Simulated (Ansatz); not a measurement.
# A failed many-body run on Na3WO4Cl (P4/nmm)

What is wrong with this input for Na3WO4Cl (P4/nmm)?

Program: Ansatz 0.2.0. Level of theory: G0W0 on PBE, plane waves, PAW; PAW set soft_1. Results are calculated unless marked as measured.

## (1) Set-up

The structure is tetragonal, space group P4/nmm (No. 129). Conventional cell: a = 7.518 Å, b = 7.518 Å, c = 5.360 Å, α = 90.00°, β = 90.00°, γ = 90.00°. Nearest to Na lie 4 O at 2.35 Å and 2 Cl at 2.59 to 2.77 Å. Nearest to Na lie 4 O at 2.51 Å and 2 Cl at 2.79 Å. Nearest to W lie 4 O at 1.79 Å. Cl has 6 Na at 2.59 to 2.79 Å nearest. Nearest to O lie 1 W at 1.79 Å and 3 Na at 2.35 to 2.51 Å. Farther neighbours and most contacts between anions are not listed.

Geometry: measured cell, ions relaxed with PBE. The runs that relaxed it are not among those shown. Spin-orbit coupling is left out unless a step names it.

## (2) First try

Contents of input.yaml:

```yaml
crystal:
  lattice:
    - [7.5181, 0.0, 0.0]
    - [0.0, 7.5181, 0.0]
    - [0.0, 0.0, 5.36]
  atoms:
    - { symbol: Na, position: [0.5, 0.0, 0.3583961323] }
    - { symbol: Na, position: [0.0, 0.5, 0.6416038677] }
    - { symbol: Na, position: [0.75, 0.25, 0.0] }
    - { symbol: Na, position: [0.25, 0.25, 0.0] }
    - { symbol: Na, position: [0.25, 0.75, 0.0] }
    - { symbol: Na, position: [0.75, 0.75, 0.0] }
    - { symbol: W, position: [0.0, 0.0, 0.5] }
    - { symbol: W, position: [0.5, 0.5, 0.5] }
    - { symbol: Cl, position: [0.5, 0.0, 0.842004016] }
    - { symbol: Cl, position: [0.0, 0.5, 0.157995984] }
    - { symbol: O, position: [0.8093847799, 0.0, 0.2988767308] }
    - { symbol: O, position: [0.5, 0.3093847799, 0.2988767308] }
    - { symbol: O, position: [0.1906152201, 0.0, 0.2988767308] }
    - { symbol: O, position: [0.5, 0.6906152201, 0.2988767308] }
    - { symbol: O, position: [0.3093847799, 0.5, 0.7011232692] }
    - { symbol: O, position: [0.0, 0.1906152201, 0.7011232692] }
    - { symbol: O, position: [0.6906152201, 0.5, 0.7011232692] }
    - { symbol: O, position: [0.0, 0.8093847799, 0.7011232692] }
kpoints:
  mp_grid: { grid: [2, 2, 2] }
hamiltonian:
  xc: pbe
  pseudopotentials: { kind: paw, azcp: { folder: soft_1 } }
scf:
  occupations: { method: fermi_dirac, width: 1.0 }
gw:
  n_empty_bands: 319
  ecut_chi: 60
  qp_bands: [v4, c4]
  qp_kpoints: band_edges
  screening: { model: contour_deformation }
```

On the command line:

```
> ansatz run input.yaml --threads 2 --pin off --max-ram 92160MiB --backend cuda --events-out ev --progress --plain --runs-dir out --devices 1 --max-vram 13GiB
```

Numbers of over 12 decimals in the logs are rounded to 6 here.

Output:

```text
band count auto-derived: 136 (N_el = 144.0; filled up to band 72; 90 by the electrons, moments and atoms)
GPUs: using 1 of 1 available (devices: 1).
Engine: ansatz 0.2.0, x86_64-unknown-linux-gnu
Pseudopotentials: kind: paw
Pseudopotential: Na, paw, valence charge 9, recommended cutoff 420 eV (normal), soft_1/Na.paw.azcp
Pseudopotential: W, paw, valence charge 14, recommended cutoff 420 eV (normal), soft_1/W.paw.azcp
Pseudopotential: Cl, paw, valence charge 7, recommended cutoff 420 eV (normal), soft_1/Cl.paw.azcp
Pseudopotential: O, paw, valence charge 6, recommended cutoff 420 eV (normal), soft_1/O.paw.azcp
Functional definition: PBE
  parameter kappa = 0.804
  parameter beta = 0.066725
  exchange = pbe_x(kappa = kappa, mu = beta*pi^2/3)
  correlation = pbe_c(beta = beta)
device memory: the entry about to start is reckoned to put 3.5 GiB on a device that reports 43.0 GiB free (of which the cap on the GPU budget leaves the run 13.0 GiB)
GPU FFT provider: cuFFT
GPU libraries: cuBLAS 13.8.2, cuFFT 12.4.0, cuSOLVER 12.3.4
Crystal: 18 atoms, lattice volume = 302.957 Å³
Basis set: ecut = 420 eV, 5929 PW (Γ)
Bands: 136, of which v1, the nominal top of the filled ones, is band 72 counted from 1 (71 counted from 0)
Symmetry: 16 space group operations
Space group: P4/nmm (ITA 129), of the structure as read, at distance tolerance 6.7e-5 Å
k-points: 6 of 8
Non-local potential: Na, projectors of the file, l = 0: 3, l = 1: 2, l = 2: 1
Non-local potential: W, projectors of the file, l = 0: 3, l = 1: 2, l = 2: 2, l = 3: 1
Non-local potential: Cl, projectors of the file, l = 0: 2, l = 1: 2, l = 2: 1
Non-local potential: O, projectors of the file, l = 0: 2, l = 1: 2, l = 2: 1
PAW form: soft (Blöchl's): semilocal exchange-correlation on the pseudo side does not see the compensation charge
PAW one-centre angular grid: Na, 110 points (default); XC on 64 Gauss nodes
PAW one-centre angular grid: W, 590 points (default); XC on 64 Gauss nodes
PAW one-centre angular grid: Cl, 110 points (default); XC on 64 Gauss nodes
PAW one-centre angular grid: O, 110 points (default); XC on 64 Gauss nodes
Initial density: superposition of atomic densities (chi_scale 0.1, normalization cell, long waves kept (reshape's long-wave potential 0.05 eV rms))
Initial wavefunctions: pseudopotential atomic-orbital guess
GPU buffer pool allocated for 104976 grid points (all kernels)
GPU transforms: local potential and band sums: pruned to the plane-wave sphere, on 54×54×36
Functional: x = pbe(κ = 0.804, μ = 0.219515), c = pbe(β = 0.066725)
SCF iter   1: F=—  HF=-36420.175906 eV  |F-HF|=—  |Δ(HF+E_count)|=         —  Δρ=8.96e-2  dr2=3.35e1  ethr=3.10e-3  ⟨swp⟩=8.7  Hψ=4138  notcnv=0
preconditioner: auto → Resta (q_TF=auto, 2.410 Å⁻¹)  ε∞=2.2  [insulator: Δε(μ)=4.376 eV  Ē_g=17.704 eV  σ=1.000 eV  W_gap=0.70  n_scr=68 (ndim 8)  ℏωp=19.1 eV  f_vac=0.000  D(μ)=1.38/eV (n_scr^D=4)  ε∞_Penn≈2.2]
SCF iter   2: F=—  HF=-36411.045069 eV  |F-HF|=—  |Δ(HF+E_count)|=    9.13e0  Δρ=3.59e-2  dr2=7.31e0  ethr=3.10e-3  ⟨swp⟩=2.0  Hψ=1746  notcnv=0
SCF iter   3: F=—  HF=-36409.112591 eV  |F-HF|=—  |Δ(HF+E_count)|=    1.93e0  Δρ=6.64e-3  dr2=1.66e-1  ethr=3.10e-3  ⟨swp⟩=2.2  Hψ=1387  notcnv=0
SCF iter   4: F=—  HF=-36409.100973 eV  |F-HF|=—  |Δ(HF+E_count)|=   1.16e-2  Δρ=1.96e-3  dr2=1.31e-2  ethr=1.15e-4  ⟨swp⟩=1.0  Hψ=942  notcnv=0
SCF iter   5: F=—  HF=-36409.107605 eV  |F-HF|=—  |Δ(HF+E_count)|=   6.63e-3  Δρ=3.17e-4  dr2=4.05e-4  ethr=9.07e-6  ⟨swp⟩=2.0  Hψ=1169  notcnv=0
SCF iter   6: F=—  HF=-36409.108067 eV  |F-HF|=—  |Δ(HF+E_count)|=   4.61e-4  Δρ=8.28e-5  dr2=3.38e-5  ethr=2.81e-7  ⟨swp⟩=2.0  Hψ=1184  notcnv=0
SCF iter   7: F=—  HF=-36409.108090 eV  |F-HF|=—  |Δ(HF+E_count)|=   2.35e-5  Δρ=2.43e-5  dr2=1.57e-6  ethr=2.34e-8  ⟨swp⟩=2.0  Hψ=1175  notcnv=0
SCF iter   8: F=-36409.108091 eV  HF=-36409.108091 eV  |F-HF|=1.99e-8  |Δ(HF+E_count)|=   9.03e-7  Δρ=5.56e-6  dr2=9.13e-8  ethr=6.94e-11  ⟨swp⟩=10.8  Hψ=3796  notcnv=0
SCF 1 converged in 8 iterations: F = -36409.108091 eV  dr2 = 9.13e-8
[...]
device memory: the entry about to start is reckoned to put 4.2 GiB (of the 4.3 GiB reckoned in all, the device holds 0.1 GiB already) on a device that reports 40.4 GiB free (of which the cap on the GPU budget leaves the run 12.9 GiB)
NSCF: frozen V_eff on 6 k-points
[...]
device memory: the entry about to start is reckoned to put 3.6 GiB on a device that reports 37.0 GiB free (of which the cap on the GPU budget leaves the run 13.0 GiB)
NSCF: frozen V_eff on 6 k-points
SCF converged after 8 iterations
Free energy (F): -36409.108091 eV
Harris-Foulkes:  -36409.108091 eV  (|F-HF|=1.99e-8)
Internal energy: -36400.432142 eV  (E = F + TS)
E sigma→0 (E₀):  -36404.770117 eV
Entropy (-TS):   -8.675949 eV (-481.997 meV/atom)
Fermi energy:    5.535385 eV
--- Per-component energies (eV) ---
  E_band       = -2076.475716
  E_kinetic    = 3174.327950
  E_local      = -15233.912310  (includes V_loc(G=0)·N_el)
  E_nonlocal   = 2104.302225
  E_hartree    = 5427.135802
  E_xc         = -1543.716093
  E_vxc        = -1708.562192  (∫ρ·V_xc dr)
  E_paw        = -21534.188723  (= ΣΔE_a)
  E_vpaw       = -1266.913700  (= ΣTr[D̂ρ^β])
  E_aug_tail   = 0.006846  (compensation charges beyond the density's cutoff)
  E_ewald      = -8794.387840
  E_smearing   = -8.675949  (= −TS)
  E_closure    = 0.000000  (closes the sum)
  Σ components = -36409.108091   (vs F -36409.108091, Δ=0.00e0)
--- Band table (eV; the first three rows and the last of 6) ---
  k-point 0: bands = [... 68 lower, 2.1665, 2.3108, 2.3108, 2.4555, 7.1673, 7.7613, 8.0171, 8.1818, ... 60 higher]
  k-point 1: bands = [... 68 lower, 2.3350, 2.4346, 2.4616, 2.4616, 7.9685, 8.1669, 8.2975, 8.3933, ... 60 higher]
  k-point 2: bands = [... 68 lower, 2.2847, 2.2847, 2.3732, 2.3732, 7.8233, 7.8233, 7.9948, 7.9948, ... 60 higher]
  k-point 5: bands = [... 68 lower, 2.2360, 2.2360, 2.4692, 2.4692, 8.0900, 8.0900, 8.3566, 8.3566, ... 60 higher]
```

Wall time 12 s (1 × NVIDIA H100 80GB HBM3 (shared by 6 runs) with 2 threads of AMD EPYC 7R13 (Zen 3), shared host); peak memory 1.2 GiB.

Reading the cycles: dr2 is the Hartree energy of the density residual (eV), the measure of convergence; HF is the Harris–Foulkes estimate of the energy, which meets the free energy F at convergence.

**What went wrong?**

The self-consistent loop converged; the step after it was not made.

The fault: smeared occupations of electronvolts. A wide smearing fills conduction states and empties valence ones, so the start is no longer the insulator.

## (3) A better input

G0W0 replaces the xc potential by the self-energy, built once from these orbitals. Only a window of levels is corrected, while the sums run over the empty bands that the input names. This step takes PAW set soft_1 files.

input.yaml: that of step 2 with these lines changed.

```diff
@@ -30,6 +30,6 @@
 scf:
-  occupations: { method: fermi_dirac, width: 1.0 }
+  occupations: { method: fixed }
 gw:
-  n_empty_bands: 319
-  ecut_chi: 60
+  n_empty_bands: 473
+  ecut_chi: 78
   qp_bands: [v4, c4]
```

Output:

```text
GPUs: using 1 of 1 available (devices: 1).
[...]
GPU FFT provider: cuFFT
GPU libraries: cuBLAS 13.8.2, cuFFT 12.4.0, cuSOLVER 12.3.4
Crystal: 18 atoms, lattice volume = 302.957 Å³
Basis set: ecut = 420 eV, 5929 PW (Γ)
Bands: 90, of which v1, the nominal top of the filled ones, is band 72 counted from 1 (71 counted from 0)
[... 1 set-up line as in the run before ...]
[...]
k-points: 6 of 8
[...]
GPU buffer pool allocated for 104976 grid points (all kernels)
[...]
SCF iter   1: F=—  HF=-36418.700110 eV  |F-HF|=—  |Δ(HF+E_count)|=         —  Δρ=9.22e-2  dr2=3.57e1  ethr=3.10e-3  ⟨swp⟩=5.0  Hψ=1608  notcnv=0  defer=83
[...]
SCF iter  10: F=-36407.002986 eV  HF=-36407.002986 eV  |F-HF|=1.30e-8  |Δ(HF+E_count)|=   3.85e-8  Δρ=2.25e-6  dr2=1.90e-8  ethr=6.94e-11  ⟨swp⟩=10.3  Hψ=2531  notcnv=0
SCF 1 converged in 10 iterations: F = -36407.002986 eV  dr2 = 1.90e-8
[...]
0    69      2.1795   -24.8989     4.3052   -19.4968  0.7629     1.0656     1.0827  root
     0    70      2.3345   -24.9015     4.1960   -19.6192  0.7656     1.2322     1.2483  root
     0    71      2.3345   -24.9015     4.1960   -19.6192  0.7656     1.2322     1.2483  root
     0    72      2.4615   -25.3263     4.2234   -20.1003  0.7637     1.4456     1.4589  root
     0    73      7.1466    -7.4874    -3.2545   -11.8031  0.8493     8.2165     8.2078  root
     0    74      7.5323   -15.0182    -3.4776   -20.4146  0.8133     9.4868     9.4510  root
     0    75      7.8334   -13.9084    -3.4737   -19.1911  0.8171     9.6744     9.6423  root
     0    76      8.0222   -13.2235    -3.4392   -18.3839  0.8217     9.7711     9.7433  root
[...]
5    73      7.8643   -15.9723    -3.4655   -21.4656  0.8056     9.9349     9.8921  root
     5    74      7.8643   -15.9723    -3.4655   -21.4656  0.8056     9.9349     9.8921  root
     5    75      8.1518   -16.5298    -3.3954   -22.0337  0.8022    10.3071    10.2604  root
     5    76      8.1518   -16.5298    -3.3954   -22.0337  0.8022    10.3071    10.2604  root
[key lines of the parts left out:]
SCF converged after 10 iterations
Free energy (F): -36407.002986 eV
Fermi energy:    2.481616 eV
```

Run time: 48 s. Hardware: 1 × NVIDIA H100 80GB HBM3 (shared by 6 runs) with 2 threads; peak memory 1.7 GiB.

This step gave:

```
bands summed                                 : 545
RPA ε∞ on this mesh (eigenvalues)            : 2.471, 2.471, 2.486
plane waves in the screening matrix          : 487
q-points in the mesh                         : 8
G0W0 gap on the mesh                         : 6.738 eV
k of the valence top                         : -0.5, -0.5, -0.5
k of the conduction bottom                   : 0, 0, 0
starting gap on the mesh                     : 4.665 eV
Z at the valence top                         : 0.7632
Z at the conduction bottom                   : 0.8493
least direct G0W0 gap on the computed points : 6.749 eV
```

The gap on the mesh goes from 4.66 eV to 6.74 eV, a correction of +2.07 eV. Between the two edge states, bare exchange in place of the xc potential would open the gap by 9.61 eV, and correlation takes back 7.54 eV.

## (4) Summary of results

```
first try  : the many-body step was refused after 12 s
better run : G0W0 gap on the mesh 6.74 eV (2×2×2 mesh, 473 empty bands, screening to 78 eV, PAW set soft_1 files)
```

The second run differs in: empty bands, screening cutoff (eV) and smearing (eV). Bands and cutoff are finite, so the gap is not at the basis limit. The miss can reach some tenths of an eV and take either sign; the mesh is an error of its own. The 2×2×2 mesh is coarse for this cell (its supercell is 11 Å along the shortest edge). The RPA ε∞ on it, from the PBE start, is 2.47 and 2.49; such meshes misread the long-range screening, most where the gap is narrow. The many-body steps are scalar-relativistic: spin-orbit coupling is not in them.

[Paths, hosts, dates, memory and timing lines, banners, echoed tables and standing remarks are left out of the program output.]

[Logs are printed without paths, hosts, clocks, repeated set-up lines and the standing remarks that a program may print on its own settings, such as how far it seeks lower states.]

[Runs of the session that timed out or met a known fault of the program may be left out.]

[Cells called generated may have been cut or substituted from an entry of the Crystallography Open Database or the Materials Project.]

[Hosts, paths, dates, database ids (printed as entryN), source tags and the programs' standing remarks are cut or masked in the printed files.]
